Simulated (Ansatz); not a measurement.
# Cl on Nb(110): change of the work function, part 4 of 5

Aim: the work function of Nb(110) at several coverages of Cl (longbridge site), and the dipole that each adsorbate carries.

Ansatz 0.2.0; plane-wave DFT, r2SCAN, Ansatz PAW.

So far, work function, upper face (eV): step 2 (the clean slab) 4.56; step 3 (17 atoms, coverage 0.25 ML, cell 2x2) 4.32; step 4 (18 atoms, coverage 0.5 ML, cell 2x2) 4.08; step 5 (5 atoms, coverage 1 ML, cell 1x1) 4.68.

## (7) The slab at 0.25 ML, atoms frozen

This step: plane-wave DFT, r2SCAN, Ansatz PAW (Ansatz 0.2.0).

System of this step: Cl/Nb(110). The cell holds 17 atoms: 16 Nb and 1 Cl. Cell: a = 5.716 Å, b = 5.716 Å, c = 27.159 Å, α = 90.0°, β = 90.0°, γ = 70.5°. Vacuum lies along c.

To see where the charge goes, the covered slab, the bare substrate and the adsorbate layer are each run at the same frozen positions and on the same grid.

The input, input.yaml:

```yaml
crystal:
  lattice:
    - [4.6669047558, -3.3, 0.0]
    - [4.6669047558, 3.3, 0.0]
    - [0.0, 0.0, 27.1589795112]
  atoms:
    - { symbol: Nb, position: [0.0, 0.0, 0.3313821124] }
    - { symbol: Nb, position: [0.25, 0.25, 0.4173003766] }
    - { symbol: Nb, position: [0.0, 0.0, 0.5046856551] }
    - { symbol: Nb, position: [0.2550744349, 0.2550744349, 0.5862387477] }
    - { symbol: Nb, position: [0.0, 0.5, 0.3313821124] }
    - { symbol: Nb, position: [0.25, 0.75, 0.4173003766] }
    - { symbol: Nb, position: [0.0, 0.5, 0.5039147227] }
    - { symbol: Nb, position: [0.2653806941, 0.7346193059, 0.5877546643] }
    - { symbol: Nb, position: [0.5, 0.0, 0.3313821124] }
    - { symbol: Nb, position: [0.75, 0.25, 0.4173003766] }
    - { symbol: Nb, position: [0.5, 0.0, 0.5039147227] }
    - { symbol: Nb, position: [0.7346193059, 0.2653806941, 0.5877546643] }
    - { symbol: Nb, position: [0.5, 0.5, 0.3313821124] }
    - { symbol: Nb, position: [0.75, 0.75, 0.4173003766] }
    - { symbol: Nb, position: [0.5, 0.5, 0.5010354489] }
    - { symbol: Nb, position: [0.7449255651, 0.7449255651, 0.5862387477] }
    - { symbol: Cl, position: [0.0, 0.0, 0.6548592412] }
kpoints:
  mp_grid: { grid: [6, 6, 1] }
hamiltonian:
  xc: r2scan
scf:
  occupations: { method: fermi_dirac, width: 0.1 }
  convergence: { dr2_threshold: 1.0e-08 }
efield:
  axis: 3
  dipole_correction: true
  ramp_position: 0.97
  ramp_width: 0.06
output:
  write_potential: true
  write_density: true
  volumetric_format: npy
```

The run is started by

```sh
$ ansatz run input.yaml --threads 4 --pin off --max-ram 12288MiB --backend cpu --events-out ev --progress --plain --runs-dir out
```

Numbers of over 12 decimals in the logs are rounded to 6 here.

The log of the run:

```text
[...]
Crystal: 17 atoms, lattice volume = 836.539 Å³
Basis set: ecut = 500 eV, 21199 PW (Γ), exchange–correlation on 180×180×800 points (64 copies of the dense FFT grid, shifted against one another)
Bands: 129, of which v1, the nominal top of the filled ones, is band 108 counted from 1 (107 counted from 0)
Symmetry: 4 space group operations
[...]
k-points: 13 of 36
[...]
SCF iter   1: F=—  HF=-74097.437810 eV  |F-HF|=—  |Δ(HF+E_count)|=         —  Δρ=1.08e-2  dr2=1.39e1  dr2_τ=3.10e-1  ethr=1.77e-3  p=0.016 e·Å  D=3.41e-3 V/Å  ΔV_dip=-0.09 eV  dr2_dipole=6.40e-1  V_vac-E_F(+/−)=4.68/4.78 eV  ⟨swp⟩=9.1  Hψ=8251  notcnv=0
[...]
SCF iter  10: F=-74097.010024 eV  HF=-74097.010024 eV  |F-HF|=1.59e-9  |Δ(HF+E_count)|=   9.15e-9  Δρ=4.10e-7  dr2=3.34e-9  dr2_τ=1.88e-10  ethr=4.65e-12  p=0.050 e·Å  D=1.09e-2 V/Å  ΔV_dip=-0.29 eV  dr2_dipole=1.53e-13  V_vac-E_F(+/−)=4.32/4.61 eV  ⟨swp⟩=11.7  Hψ=4943  notcnv=0
SCF 1 converged in 10 iterations: F = -74097.010024 eV  dr2 = 3.34e-9
[...]
SCF converged after 10 iterations
Free energy (F): -74097.010024 eV
[...]
Internal energy: -74096.369596 eV  (E = F + TS)
E sigma→0 (E₀):  -74096.689810 eV
Entropy (-TS):   -0.640428 eV (-37.672 meV/atom)
Fermi energy:    3.614952 eV
Dipole field:    D = 0.010851 V/Å  (p = 0.050164 e·Å, saw-weighted, corrected)
Work function:   Φ+ = 4.3157 eV   Φ− = 4.6104 eV
[...]
--- Band table (eV; the first three rows and the last of 13) ---
  k-point 0: bands = [... 104 lower, 3.8022, 3.8644, 3.8709, 4.0070, 4.3436, 4.3762, 5.2456, 5.2468, ... 17 higher]
  k-point 1: bands = [... 104 lower, 3.6130, 3.6862, 3.8051, 3.9601, 4.1028, 4.4553, 4.6408, 4.7992, ... 17 higher]
  k-point 2: bands = [... 104 lower, 3.3046, 3.3718, 3.4036, 3.4878, 3.7465, 3.8950, 3.9428, 3.9746, ... 17 higher]
  k-point 12: bands = [... 104 lower, 3.5401, 3.6497, 3.6673, 3.7916, 3.8053, 3.8244, 3.8305, 3.8565, ... 17 higher]
```

Wall time 2 min (4 threads of Arm Neoverse V1, shared host); peak memory 4.7 GiB.

In the SCF lines HF is the Harris–Foulkes energy and dr2 the Hartree energy of the density residual, in eV; the loop may stop once dr2 is under the threshold and the program's other checks hold. Hψ counts applications of the Hamiltonian.

This step gave:

- energy at zero smearing: -74096.6898 eV
- work function, upper face: 4.316 eV
- work function, lower face: 4.610 eV
- dipole along the normal: 0.05016 e·Å
- step between the vacuum levels: -0.2947 eV

The work function of the upper face is 4.32 eV.

## (8) The substrate of the 0.25 ML cell alone

System of this step: Cl/Nb(110), substrate alone, atoms held. The cell holds 16 atoms: 16 Nb. Its edges and angles: a = 5.716 Å, b = 5.716 Å, c = 27.159 Å, α = 90.0°, β = 90.0°, γ = 70.5°. Vacuum lies along c.

The second part, atoms unmoved.

Edit input.yaml of step 7 so:

```diff
@@ -22,3 +22,2 @@
     - { symbol: Nb, position: [0.7449255651, 0.7449255651, 0.5862387477] }
-    - { symbol: Cl, position: [0.0, 0.0, 0.6548592412] }
 kpoints:
```

The log of the run:

```text
[...]
Crystal: 16 atoms, lattice volume = 836.539 Å³
Basis set: ecut = 500 eV, 21199 PW (Γ), exchange–correlation on 180×180×800 points (64 copies of the dense FFT grid, shifted against one another)
Bands: 125, of which v1, the nominal top of the filled ones, is band 104 counted from 1 (103 counted from 0)
Symmetry: 4 space group operations
[...]
k-points: 13 of 36
[...]
SCF iter   1: F=—  HF=-73010.227794 eV  |F-HF|=—  |Δ(HF+E_count)|=         —  Δρ=1.13e-2  dr2=1.56e1  dr2_τ=3.21e-1  ethr=1.77e-3  p=0.001 e·Å  D=3.13e-4 V/Å  ΔV_dip=-0.01 eV  dr2_dipole=3.92e-2  V_vac-E_F(+/−)=4.83/4.84 eV  ⟨swp⟩=9.6  Hψ=8130  notcnv=0
[...]
SCF iter  10: F=-73009.737279 eV  HF=-73009.737279 eV  |F-HF|=1.50e-9  |Δ(HF+E_count)|=   1.60e-8  Δρ=5.32e-7  dr2=6.55e-9  dr2_τ=3.10e-10  ethr=4.81e-12  p=0.011 e·Å  D=2.30e-3 V/Å  ΔV_dip=-0.06 eV  dr2_dipole=1.11e-10  V_vac-E_F(+/−)=4.55/4.61 eV  ⟨swp⟩=9.6  Hψ=5460  notcnv=0
SCF 1 converged in 10 iterations: F = -73009.737279 eV  dr2 = 6.55e-9
[...]
SCF converged after 10 iterations
Free energy (F): -73009.737279 eV
[...]
Internal energy: -73009.064215 eV  (E = F + TS)
E sigma→0 (E₀):  -73009.400747 eV
Entropy (-TS):   -0.673064 eV (-42.067 meV/atom)
Fermi energy:    3.280214 eV
Dipole field:    D = 0.002294 V/Å  (p = 0.010603 e·Å, saw-weighted, corrected)
Work function:   Φ+ = 4.5490 eV   Φ− = 4.6113 eV
[...]
--- Band table (eV; the first three rows and the last of 13) ---
  k-point 0: bands = [... 100 lower, 3.4352, 3.4412, 3.4761, 3.5435, 3.8422, 3.9907, 4.8879, 4.9214, ... 17 higher]
  k-point 1: bands = [... 100 lower, 3.2157, 3.3249, 3.4075, 3.5575, 3.6364, 4.0747, 4.2614, 4.4546, ... 17 higher]
  k-point 2: bands = [... 100 lower, 2.9479, 3.0384, 3.0576, 3.1268, 3.2655, 3.5472, 3.5881, 3.6263, ... 17 higher]
  k-point 12: bands = [... 100 lower, 3.0659, 3.2728, 3.3949, 3.3958, 3.4459, 3.4637, 3.4848, 3.5042, ... 17 higher]
```

Wall time 2 min (4 threads); peak memory 4.5 GiB; 7.6 min of CPU time.

This step gave:

```yaml
energy_at_zero_smearing: -73009.4007 eV
work_function_upper_face: 4.549 eV
work_function_lower_face: 4.611 eV
dipole_along_the_normal: 0.01060 e·Å
step_between_the_vacuum_levels: -0.06229 eV
```

The work function of the upper face is 4.55 eV.

## (9) The adsorbate layer of the 0.25 ML cell alone

System of this step: Cl/Nb(110), adsorbate layer alone, atoms held. The cell holds 1 atom: 1 Cl. Cell: a = 5.716 Å, b = 5.716 Å, c = 27.159 Å, α = 90.0°, β = 90.0°, γ = 70.5°. Vacuum lies along c.

The third part; a free layer of atoms may carry a moment, so spin is on.

input.yaml, the sections that differ from step 8:

```yaml
crystal:
  lattice:
    - [4.6669047558, -3.3, 0.0]
    - [4.6669047558, 3.3, 0.0]
    - [0.0, 0.0, 27.1589795112]
  atoms:
    - { symbol: Cl, position: [0.0, 0.0, 0.6548592412], spin: 1.0 }
magnetization:
  spin_polarized: true
# kpoints, hamiltonian, scf, efield, output: as in step 8
```

The log of the run:

```text
[...]
Crystal: 1 atoms, lattice volume = 836.539 Å³
Basis set: ecut = 500 eV, 21199 PW (Γ), exchange–correlation on 180×180×800 points (64 copies of the dense FFT grid, shifted against one another)
Bands: 8, of which v1, the nominal top of the filled ones, is band 4 counted from 1 (3 counted from 0)
Symmetry: 4 space group operations
k-points: 13 of 36
[...]
Starting moments: Σ|m| = 1 μB on 1 of 1 site
[...]
SCF iter   1: F=—  HF=-1082.042538 eV  |F-HF|=—  |Δ(HF+E_count)|=         —  Δρ=4.29e-4 (↑4.29e-4 ↓3.86e-4)  dr2=2.54e-3  dr2_τ=1.80e-3  dr2_m=2.40e-4  M=1.000 μB ∫|m|=1.000 μB  β_m=1.00  ethr=3.57e-5  p=-0.000 e·Å  D=-4.81e-11 V/Å  ΔV_dip=0.00 eV  dr2_dipole=3.34e-14  V_vac-E_F(+/−)=8.26/8.26 eV  ⟨swp⟩=3.2  Hψ=2082  notcnv=0
[...]
spin=Collinear: Resta preconditioning applied to the charge; magnetization (m = ρ↑ − ρ↓) channel mixes plain (no charge-response kernel on spin).
SCF iter   2: F=—  HF=-1082.046360 eV  |F-HF|=—  |Δ(HF+E_count)|=   3.82e-3  Δρ=2.76e-4 (↑2.76e-4 ↓2.09e-4)  dr2=1.01e-3  dr2_τ=5.90e-6  dr2_m=1.63e-5  M=1.000 μB ∫|m|=1.000 μB  β_m=1.00  ethr=3.57e-5  p=0.000 e·Å  D=3.50e-8 V/Å  ΔV_dip=-0.00 eV  dr2_dipole=9.14e-14  V_vac-E_F(+/−)=8.26/8.26 eV  ⟨swp⟩=2.7  Hψ=427  notcnv=0  κ⁻¹=1.0e0(r=1)
spin-set hold released at iteration 2 (site moments show no strong build): the magnetisation degrees of freedom join the quasi-Newton model from the next iteration; the mixer history was kept
SCF iter   3: F=—  HF=-1082.047072 eV  |F-HF|=—  |Δ(HF+E_count)|=   7.12e-4  Δρ=8.11e-5 (↑8.11e-5 ↓6.30e-5)  dr2=1.11e-4  dr2_τ=1.49e-6  dr2_m=5.22e-6  M=1.000 μB ∫|m|=1.000 μB  β_m=1.20  ethr=1.45e-5  p=-0.000 e·Å  D=-1.01e-7 V/Å  ΔV_dip=0.00 eV  dr2_dipole=8.68e-14  V_vac-E_F(+/−)=8.25/8.25 eV  ⟨swp⟩=2.0  Hψ=388  notcnv=0  κ⁻¹=2.1e-1(r=2)
[...]
SCF iter  26: F=-1082.219029 eV  HF=-1082.219029 eV  |F-HF|=3.89e-8  |Δ(HF+E_count)|=   2.68e-7  Δρ=5.42e-7 (↑4.22e-7 ↓5.42e-7)  dr2=5.30e-9  dr2_τ=5.66e-11  dr2_m=1.27e-10  M=1.000 μB ∫|m|=1.097 μB  ethr=1.43e-10  p=0.000 e·Å  D=2.67e-8 V/Å  ΔV_dip=-0.00 eV  dr2_dipole=3.10e-16  V_vac-E_F(+/−)=7.62/7.62 eV  ⟨swp⟩=5.0  Hψ=1372  notcnv=0
SCF 1 converged in 26 iterations: F = -1082.219029 eV  dr2 = 5.30e-9
[...]
at 8 of the mixer's solves, the last at iteration 16, it left a direction of its history that read negative out of its fit and stepped the other way along it
[...]
this state was not tested for a lower state beside it, because the mixer in use, unlike msr1, does not test its closes by its own steps (another_mixer; see scf.mixing.algorithm and scf.lower_state_search)
SCF converged after 26 iterations
Magnetization: 0.9999 μB (4.0000 up, 3.0000 down)
Absolute magnetization: 1.0949 μB (∫|ρ↑−ρ↓|, with the PAW one-centre terms)
[...]
Per-site moments (μB) at R_I (Å): [(0.998083, 2.357754)]
Free energy (F): -1082.219029 eV
[...]
Internal energy: -1082.215055 eV  (E = F + TS)
E sigma→0 (E₀):  -1082.217042 eV
Entropy (-TS):   -0.003975 eV (-3.975 meV/atom)
Fermi energy:    -7.389012 eV
Dipole field:    D = 0.000000 V/Å  (p = 0.000000 e·Å, saw-weighted, corrected)
Work function:   Φ+ = 7.6181 eV   Φ− = 7.6181 eV
[...]
--- Band table (eV; the first three rows and the last of 26) ---
[...]
```

Wall time 52 s (4 threads); peak memory 2.2 GiB; 3.4 min of CPU time.

This step gave:

- energy at zero smearing: -1082.2170 eV
- total moment: 0.9999 μB
- site moments: 0.9981 μB
- dipole along the normal: 1.77e-7 e·Å

Site moment by atom:

| atom | site moment (μB) |
| --- | --- |
| Cl1 | 0.998 |

The free layer carries a moment of 1.0 μB a cell.

## (10) Density difference at 0.25 ML

This step: plane-wave DFT, r2SCAN, Ansatz PAW; density difference on adsorption (Ansatz 0.2.0).

The densities of the parts are taken from that of the whole and averaged over planes; the first moment of what is left gives the step in the potential.

This step gave:

```yaml
largest_charge_moved: 0.004506 e/Å²
potential_step_from_the_moved_charge: -0.2323 eV
```

The electron density difference oscillates, so the rows of the table below give means over windows of 1 Å about each position, cut where the curve ends. Its maxima inside the range that stand out by 2 % of the span (Å: e/Å³): 14.8: 9.6e-4, 15.9: 0.00361, 17.1: 0.00940, 18.5: 0.00504. Its minima: 14.1: -5.8e-4, 15.3: -3.6e-4, 16.4: -0.00449, 17.8: -0.0172.

Planar mean, whole system less its parts. Table of electron density difference by z; means over each step:

z (Å), electron density difference (e/Å³) and a bar from the least value:
```
        5     0.0000 ###################
        6     0.0000 ###################
        7     0.0000 ###################
        8     0.0001 ####################
        9     0.0000 ###################
       10    -0.0001 ###################
       11     0.0000 ###################
       12     0.0000 ###################
       13     0.0000 ###################
       14    -0.0001 ###################
       15     0.0004 #####################
       16     0.0003 ####################
       17     0.0036 ##############################
       18    -0.0065 
       19     0.0022 ##########################
       20     0.0001 ####################
       21     0.0000 ###################
       22     0.0000 ###################
```

Planar mean, whole system less its parts. The electrons moved below z by z:

z (Å), electrons moved below z (e/Å²) and a bar from the least value:
```
        5    0.00000 ##################
        6    0.00000 ##################
        7   -0.00002 ##################
        8   -0.00002 ##################
        9    0.00005 ##################
       10   -0.00001 ##################
       11    0.00000 ##################
       12   -0.00009 #################
       13   -0.00005 ##################
       14   -0.00010 #################
       15    0.00031 ####################
       16    0.00151 ############################
       17    0.00188 ##############################
       18   -0.00277 
       19   -0.00042 ###############
       20    0.00000 ##################
       21    0.00000 ##################
       22    0.00000 ##################
```

(Continued in part 5 of 5.)

[Logs are printed without paths, hosts, clocks, repeated set-up lines and the standing remarks that a program may print on its own settings, such as how far it seeks lower states.]

[Hosts, paths, dates, database ids (printed as entryN), source tags and the programs' standing remarks are cut or masked in the printed files.]

[Maps of the electrostatic potential energy from Ansatz leave out the sawtooth potential of an applied field or a dipole correction, so their vacuum need not be flat; planar profiles and work functions include it.]
